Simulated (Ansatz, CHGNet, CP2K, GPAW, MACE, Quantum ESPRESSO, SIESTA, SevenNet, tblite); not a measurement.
## Quantum ESPRESSO on random packing of 40Si3N4-60SiO2 (mol %) (92 atoms): settings compared

How far do other settings of Quantum ESPRESSO move the forces in random packing of 40Si3N4-60SiO2 (mol %) (92 atoms)? One run of the same program serves as the yardstick.

Main program and level: Quantum ESPRESSO 7.5; the method is named at each step.

### 1. The starting structure

The cell holds 92 atoms: 36 Si, 32 N and 24 O. Cell: a = 10.618 Å, b = 10.618 Å, c = 10.618 Å, α = 90.0°, β = 90.0°, γ = 90.0°. 92 atoms (36 Si, 32 N, 24 O) packed at random in a cube at 2.56 g/cm³ and pushed apart as soft spheres, cations and anions kept from their own kind; a start for melting by ab initio MD, not an equilibrated structure. Then every atom was moved at random, 0.05 Å r.m.s. a Cartesian component.

The yardstick, on the same geometry:

- method: Kohn-Sham DFT, PBE, SSSP efficiency 1.3.0 pseudopotentials, plane waves (Quantum ESPRESSO 7.5); sssp-pbe-1.3.0-efficiency, cutoffs 60/480 Ry, Γ point
- r.m.s. force component: 1.612 eV/Å
- longest force: 5.323 eV/Å
- pressure: -13.73 GPa
- time: 9.7 min on 4 MPI ranks of Arm Neoverse V1, shared host
- CPU time: 39 min

### 2. PBE, gbrv-1.5, 40/200 Ry

Method: Kohn-Sham DFT, PBE, GBRV 1.5 ultrasoft pseudopotentials, plane waves.

Contents of pw.in:

```
&control
  calculation = 'scf'
  pseudo_dir = './pseudo'
  outdir = './tmp'
  disk_io = 'none'
  tprnfor = .true.
  tstress = .true.
/
&system
  ibrav = 0
  nat = 92
  ntyp = 3
  ecutwfc = 40
  ecutrho = 200
  nosym = .true.
  occupations = 'smearing'
  smearing = 'fd'
  degauss = 0.003675
/
&electrons
  conv_thr = 4.6e-07
  electron_maxstep = 100
  mixing_beta = 0.4
  mixing_mode = 'plain'
  diagonalization = 'david'
/
ATOMIC_SPECIES
Si 28.085 Si.upf
N 14.007 N.upf
O 15.999 O.upf
CELL_PARAMETERS angstrom
10.61780 0.00000 0.00000
0.00000 10.61780 0.00000
0.00000 0.00000 10.61780
ATOMIC_POSITIONS crystal
Si 0.21098 0.28188 0.03810
Si 0.01739 0.62506 0.03996
Si 0.04966 0.99366 0.75042
Si 0.46118 0.81824 0.44508
Si 0.35870 0.60179 0.89665
Si 0.53428 0.47117 0.65541
Si 0.02659 0.25359 0.77312
Si 0.71986 0.28942 0.69050
Si 0.35563 0.12499 0.61692
Si 0.18153 0.72390 0.20374
Si 0.86288 0.72757 0.18514
Si 0.65300 0.89397 0.12778
Si 0.90113 0.27377 0.98965
Si 0.56129 0.96565 0.82001
Si 0.68923 0.42165 0.00968
Si 0.87985 0.49656 0.87418
Si 0.44676 0.04611 0.02104
Si 0.66027 0.66000 0.77168
Si 0.75309 0.40544 0.25256
Si 0.29003 0.42107 0.22466
Si 0.37314 0.63402 0.65369
Si 0.46983 0.36091 0.91476
Si 0.91980 0.95964 0.95931
Si 0.35064 0.36566 0.45914
Si 0.68923 0.86414 0.51710
Si 0.14579 0.14677 0.49218
Si 0.75548 0.48012 0.52712
Si 0.44246 0.97506 0.25858
Si 0.92142 0.76006 0.80352
Si 0.23024 0.82357 0.54636
Si 0.01419 0.55025 0.68133
Si 0.74403 0.11253 0.52957
Si 0.51799 0.49218 0.28708
Si 0.02750 0.77344 0.41530
Si 0.74181 0.11724 0.87774
Si 0.26450 0.27842 0.78950
N 0.59831 0.16024 0.19802
N 0.37587 0.20855 0.88526
N 0.77280 0.60171 0.10074
N 0.15375 0.49280 0.75448
N 0.47242 0.66758 0.53577
N 0.78907 0.69700 0.90137
N 0.89110 0.87962 0.70246
N 0.01839 0.36902 0.26296
N 0.41943 0.30036 0.12835
N 0.83612 0.17353 0.33174
N 0.22192 0.15825 0.19144
N 0.45689 0.23762 0.41245
N 0.82930 0.94203 0.22371
N 0.18505 0.37966 0.55491
N 0.20551 0.96371 0.62431
N 0.23159 0.57178 0.05496
N 0.40488 0.29888 0.63604
N 0.14064 0.88793 0.86996
N 0.98493 0.11457 0.56170
N 0.14869 0.11979 0.87250
[... 32 atom lines left out ...]
O 0.62495 0.32358 0.54506
O 0.49561 0.10037 0.72628
O 0.06842 0.63862 0.29760
O 0.50602 0.72724 0.03236
K_POINTS gamma
```

Command:

```console
OMP_NUM_THREADS=1 mpirun -np 2 pw.x -in pw.in > output.txt
```

Output:

```text
Program PWSCF
     gamma-point specific algorithms are used
     Parallelization info
     sticks:   dense  smooth     PW     G-vecs:    dense   smooth      PW
     Min        3196    2567    639               192723   137947   17227
     Max        3197    2570    642               192728   137950   17230
     Sum        6393    5137   1281               385451   275897   34457
     bravais-lattice index     =            0
     lattice parameter (alat)  =      20.0647  a.u.
     unit-cell volume          =    8077.9326 (a.u.)^3
     number of atoms/cell      =           92
     number of atomic types    =            3
     number of electrons       =       448.00
     number of Kohn-Sham states=          269
     kinetic-energy cutoff     =      40.0000  Ry
     charge density cutoff     =     200.0000  Ry
     scf convergence threshold =      4.6E-07
     mixing beta               =       0.4000
     number of iterations used =            8  plain     mixing
     Exchange-correlation= SLA  PW   PBE  PBE
                           (   1   4   3   4   0   0   0)
     crystal axes: (cart. coord. in units of alat)
               a(1) = (   1.000000   0.000000   0.000000 )
               a(2) = (   0.000000   1.000000   0.000000 )
               a(3) = (   0.000000   0.000000   1.000000 )
     reciprocal axes: (cart. coord. in units 2 pi/alat)
               b(1) = (  1.000000  0.000000  0.000000 )
               b(2) = (  0.000000  1.000000  0.000000 )
               b(3) = (  0.000000  0.000000  1.000000 )
     PseudoPot. # 1 for Si:
     Pseudo is Ultrasoft + core correction, Zval =  4.0
     PseudoPot. # 2 for N :
     Pseudo is Ultrasoft + core correction, Zval =  5.0
     PseudoPot. # 3 for O :
     Pseudo is Ultrasoft + core correction, Zval =  6.0
     atomic species   valence    mass     pseudopotential
     Si                4.00    28.08500     Si( 1.00)
     N                 5.00    14.00700     N ( 1.00)
     O                 6.00    15.99900     O ( 1.00)
     No symmetry found
   Cartesian axes
     number of k points=     1  Fermi-Dirac smearing, width (Ry)=  0.0037
                       cart. coord. in units 2pi/alat
        k(    1) = (   0.0000000   0.0000000   0.0000000), wk =   2.0000000
     Dense  grid:   192726 G-vectors     FFT dimensions: (  96,  96,  96)
     Smooth grid:   137949 G-vectors     FFT dimensions: (  81,  81,  81)
     Check: negative core charge=   -0.000001
     Initial potential from superposition of free atoms
     starting charge     447.9755, renormalised to     448.0000
     Starting wfcs are  368 randomized atomic wfcs
     Self-consistent Calculation
     iteration #  1     ecut=    40.00 Ry     beta= 0.40
     total energy              =   -1743.31301834 Ry
     estimated scf accuracy    <      31.00941287 Ry
     iteration #  2     ecut=    40.00 Ry     beta= 0.40
     total energy              =   -1736.17073483 Ry
     estimated scf accuracy    <     252.11178802 Ry
     iteration #  3     ecut=    40.00 Ry     beta= 0.40
     total energy              =   -1749.20603211 Ry
     estimated scf accuracy    <      88.55432639 Ry
     iteration #  4     ecut=    40.00 Ry     beta= 0.40
     total energy              =   -1753.63547931 Ry
     estimated scf accuracy    <      31.61695493 Ry
     iteration #  5     ecut=    40.00 Ry     beta= 0.40
     total energy              =   -1754.68540759 Ry
     estimated scf accuracy    <      22.17812784 Ry
     iteration #  6     ecut=    40.00 Ry     beta= 0.40
     total energy              =   -1755.48518779 Ry
     estimated scf accuracy    <       4.91920378 Ry
[...]
total energy              =   -1755.80113964 Ry
[...]
iteration # 55     ecut=    40.00 Ry     beta= 0.40
     total energy              =   -1755.80113965 Ry
     estimated scf accuracy    <       0.00000099 Ry
     iteration # 56     ecut=    40.00 Ry     beta= 0.40
     total energy              =   -1755.80113967 Ry
     estimated scf accuracy    <       0.00000078 Ry
     iteration # 57     ecut=    40.00 Ry     beta= 0.40
     End of self-consistent calculation
          k = 0.0000 0.0000 0.0000 ( 17229 PWs)   bands (ev):
   -16.5412 -16.2392 -15.7171 -15.4090 -14.9966 -14.8548 -14.5861 -14.5083
   -14.0956 -13.8808 -13.6348 -13.2238 -12.9754 -12.9230 -12.6511 -12.6400
   -12.5045 -12.3697 -12.3207 -12.0445 -11.5051 -11.3436 -11.2426 -10.7296
   -10.5060 -10.0992  -9.6763  -9.5722  -9.3918  -9.2915  -9.0369  -8.9621
    -8.7615  -8.6801  -8.6374  -8.5238  -8.3735  -8.2511  -7.9243  -7.8830
    -7.7915  -7.6145  -7.5609  -7.5387  -7.3811  -7.3156  -7.2540  -7.2405
[...]
6.2049   6.2268   6.3073   6.3468   6.3922   6.4948   6.5435   6.5756
     6.6179   6.6566   6.7015   6.7719   6.8403   6.9490   6.9903   7.1724
     7.2019   7.3941   7.4215   7.4791   7.5745   7.6683   7.7247   7.7878
     7.8829   7.9985   8.0307   8.1917   8.3312
     the Fermi energy is     5.6675 ev
!    total energy              =   -1755.80113954 Ry
     estimated scf accuracy    <       0.00000019 Ry
     smearing contrib. (-TS)   =      -0.03851502 Ry
     internal energy E=F+TS    =   -1755.76262452 Ry
     The total energy is F=E-TS. E is the sum of the following terms:
     one-electron contribution =    -556.84011480 Ry
     hartree contribution      =     525.29877488 Ry
     xc contribution           =    -488.63396014 Ry
     ewald contribution        =   -1235.58732445 Ry
     convergence has been achieved in  57 iterations
     Forces acting on atoms (cartesian axes, Ry/au):
     atom    1 type  1   force =    -0.00123815   -0.10694626    0.09042607
     atom    2 type  1   force =     0.06067366   -0.01087677   -0.03477397
     atom    3 type  1   force =     0.05823815   -0.05561807   -0.05383492
     atom    4 type  1   force =    -0.05671876   -0.03994931   -0.00273865
     atom    5 type  1   force =    -0.04093702    0.05741272    0.11176600
     atom    6 type  1   force =     0.02141238   -0.10857726    0.00887360
[...]
atom   90 type  3   force =    -0.04860546   -0.06852490   -0.04540953
     atom   91 type  3   force =     0.03005532    0.12104650    0.00624237
     atom   92 type  3   force =    -0.00054818   -0.00946402    0.00267604
     Total force =     1.044920     Total SCF correction =     0.000989
     Computing stress (Cartesian axis) and pressure
          total   stress  (Ry/bohr**3)                   (kbar)     P=     -135.67
  -0.00090171  -0.00005030  -0.00001386         -132.65       -7.40       -2.04
  -0.00005030  -0.00099123   0.00002061           -7.40     -145.82        3.03
  -0.00001386   0.00002061  -0.00087395           -2.04        3.03     -128.56
     Message from routine punch:
     Nothing written, as per user request (disk_io='none')
```

Run time: 9.1 min. Hardware: 2 MPI ranks of Arm Neoverse V1, shared host; peak memory 1.4 GiB.

Banners, paths, timers and routine set-up lines are dropped from the logs unmarked, and long logs keep their key lines alone; longer cuts are marked.

Numbers from this run, and their distance from the reference:

```yaml
r_m_s_force_component: 1.617 eV/Å
r_m_s_difference_of_force_components: 15.18 meV/Å
longest_difference_of_force_vectors: 88.35 meV/Å
force_difference_over_r_m_s_force: 0.9413 %
slope_of_forces_against_the_reference_s: 1.003
correlation_of_force_components: 1
pressure: -13.57 GPa
pressure_difference: 0.1593 GPa
```

Length of the force difference by element (eV/Å):

```
element  atoms   mean   most
      N     32  0.011  0.029
      O     24  0.029  0.088
     Si     36  0.020  0.074
```

Local excerpt of 9 atoms (numbers count through the whole input) about O89, picked at random; x, y, z are measured from there.

| atom | x | y | z | distance (Å) | Fx | Fy | Fz (eV/Å) |
| --- | --- | --- | --- | --- | --- | --- | --- |
| O89 | 0.00 | 0.00 | 0.00 | 0.00 | 2.16 | 3.80 | 0.52 |
| Si8 | 1.01 | -0.36 | 1.54 | 1.88 | -1.17 | -2.27 | -1.82 |
| Si27 | 1.39 | 1.66 | -0.19 | 2.17 | 3.29 | 2.48 | -2.66 |
| Si6 | -0.96 | 1.57 | 1.17 | 2.18 | 0.55 | -2.79 | 0.23 |
| N48 | -1.78 | -0.91 | -1.41 | 2.45 | -1.91 | 1.62 | 0.01 |
| N53 | -2.34 | -0.26 | 0.97 | 2.54 | -2.07 | 0.56 | 0.42 |
| Si32 | 1.26 | -2.24 | -0.16 | 2.58 | 1.84 | -0.37 | 0.30 |
| O81 | 0.42 | 2.95 | 0.74 | 3.07 | 0.03 | -0.99 | -1.78 |
| Si24 | -2.91 | 0.45 | -0.91 | 3.08 | -1.49 | -0.52 | 2.27 |

Forces lie 0.94 % from the reference's, at 0.47 times its CPU time (on 2 against 4 cores).

### 3. Summary of results

| Quantity | Value |
| --- | --- |
| force difference from the reference | QE PBE, gbrv-1.5, 40/200 Ry, 0.94 % |
| its CPU time | 18 min |

PBE on plane waves or a grid with other potentials, cutoffs or grids differs from the reference by 0.94 % (QE PBE, gbrv-1.5, 40/200 Ry) of the r.m.s. force; this holds the reference's own error, so differences of a few per cent don't tell which side is nearer the exact PBE result. One electronic-structure run takes under half the reference's CPU time: QE PBE, gbrv-1.5, 40/200 Ry, at 0.94 % in 18 min against 39 min. The reference's pressure holds the uncorrected Pulay stress of its 60 Ry basis, so small pressure differences, and their order, may be the reference's own error. The reference's pressure of -14 GPa belongs to a cell and atoms that aren't relaxed at this level. The electronic-structure runs sample only Γ, in a cell whose shortest periodic width is 11 Å, which is coarse for a cell with partly filled levels.

[Also dropped from logs without a mark: logging warnings of Python, and SIESTA's first energy breakdown and zero terms.]

[Logs are printed without paths, hosts, clocks, repeated set-up lines and the standing remarks that a program may print on its own settings, such as how far it seeks lower states.]

[Hosts, paths, dates, database ids (printed as entryN), source tags and the programs' standing remarks are cut or masked in the printed files.]
